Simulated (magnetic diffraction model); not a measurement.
## Ba2SrCrS5: what an assumed order does to the neutron pattern

Space group I4/mcm (no. 140), a = 8.2300 Å, c = 13.6440 Å.

```
site  atom       x       y       z
  8h    Ba  0.3210  0.8210       0
  4a    Sr       0       0     1/4
  4b    Cr       0     1/2     1/4
 16l     S  0.1312  0.6312  0.1596
  4c     S     1/2     1/2       0
```

This is a made-up structure (elements placed in a structure type, unrelaxed), so the numbers test the method and describe no known phase.

Only Cr is taken to order (form factors of Cr4+); orders and moment sizes are assumed, and not adapted to the symmetry. Radiation: neutrons of λ = 1.8 Å, 8° to 45°; isotropic B of 0.61 Å² (Ba), 0.66 Å² (Sr), 0.92 Å² (Cr) and 0.8 Å² (S). Simulated constant-wavelength pattern: nuclear and magnetic terms add, the magnetic one as |2.695 fm × Σ f S⊥ exp(2πi Q·r) exp(−B s²)|², summed over all Q at one angle with the factor 1/(sin²θ cos θ). For collinear order S is the moment m, which repeats by lattice and centring translations R with the sign exp(−2πi k·R). Free-ion form factors, Sears's scattering lengths of 1992, no absorption; a label names one of the reflections at its angle. The strongest nuclear line in the range is 100, and lines under 0.2 are left out.

Assume the order k = (0 1/2 1/2), collinear moments along [111], 1.79 μB on Cr; signs + at (0, 1/2, 1/4), − at (1/2, 0, 1/4).

Q: Where does magnetic intensity appear, and how strong is it?

```csv
2θ (°),index,nuclear,magnetic
12.98,(0 1/2 -3/2),0.0,3.5
14.55,(1 1/2 -1/2),0.0,5.8
15.16,(0 0 2),1.8,0.0
17.79,(1 1 0),0.3,0.0
18.10,(1 1/2 3/2),0.0,2.1
19.26,(0 3/2 -1/2),0.0,1.7
20.01,(0 1/2 5/2),0.0,0.4
22.09,(0 3/2 3/2),0.0,0.5
23.06,(1 3/2 1/2),0.0,1.7
23.69,(1 1/2 -5/2),0.0,1.6
25.27,(2 0 0),8.4,0.0
25.49,(1 3/2 -3/2),0.0,1.8
26.34,(2 1/2 1/2),0.0,1.3
26.90,(0 3/2 -5/2),0.0,0.8
27.45,(0 1/2 -7/2),0.0,0.5
28.51,(2 1/2 -3/2),0.0,1.1
29.34,(2 1 1),4.6,0.0
29.60,(2 0 2),60.9,0.0
29.79,(1 3/2 5/2),0.0,0.5
30.29,(1 1/2 7/2),0.0,0.5
30.60,(0 0 4),19.9,0.0
31.97,(0 5/2 1/2),0.0,1.2
32.44,(2 1/2 5/2),0.0,0.6
33.80,(2 3/2 3/2),0.0,1.0
34.47,(1 5/2 -1/2),0.0,0.7
35.35,(1 3/2 -7/2),0.0,0.7
35.62,(1 1 4),13.4,0.0
36.03,(2 2 0),33.7,0.0
36.19,(1 5/2 3/2),0.0,0.4
36.67,(2 1 3),100.0,0.0
37.24,(0 5/2 5/2),0.0,0.7
37.45,(1 1/2 -9/2),0.0,0.4
37.65,(2 1/2 -7/2),0.0,0.5
39.05,(3 1/2 -1/2),0.0,0.5
39.30,(2 2 2),2.7,0.0
39.45,(1 5/2 -5/2),0.0,0.6
39.65,(0 3/2 -9/2),0.0,0.2
40.09,(2 0 4),10.5,0.0
40.46,(3 1 0),48.2,0.0
40.61,(3 1/2 3/2),0.0,0.4
41.18,(2 5/2 1/2),0.0,0.4
41.93,(2 3/2 7/2),0.0,0.4
42.67,(2 5/2 -3/2),0.0,0.4
43.22,(3 3/2 1/2),0.0,0.3
43.45,(3 1 2),0.4,0.0
43.58,(3 1/2 -5/2),0.0,0.3
44.66,(3 3/2 -3/2),0.0,0.3
```

The strongest magnetic line in the range is (1 1/2 -1/2) at 14.55° (5.8). Below the range, at 7.32°, lies the magnetic line (0 1/2 1/2) with 6. On top of the Lorentz factor, which all lines share, magnetic lines fade with angle because f falls: for Cr4+ it is 0.91, 0.70, 0.47 and 0.14 at sin θ/λ = 0.1, 0.2, 0.3 and 0.5 Å⁻¹, while nuclear lengths stay constant. The order has no net moment.

[Logs are printed without paths, hosts, clocks, repeated set-up lines and the standing remarks that a program may print on its own settings, such as how far it seeks lower states.]
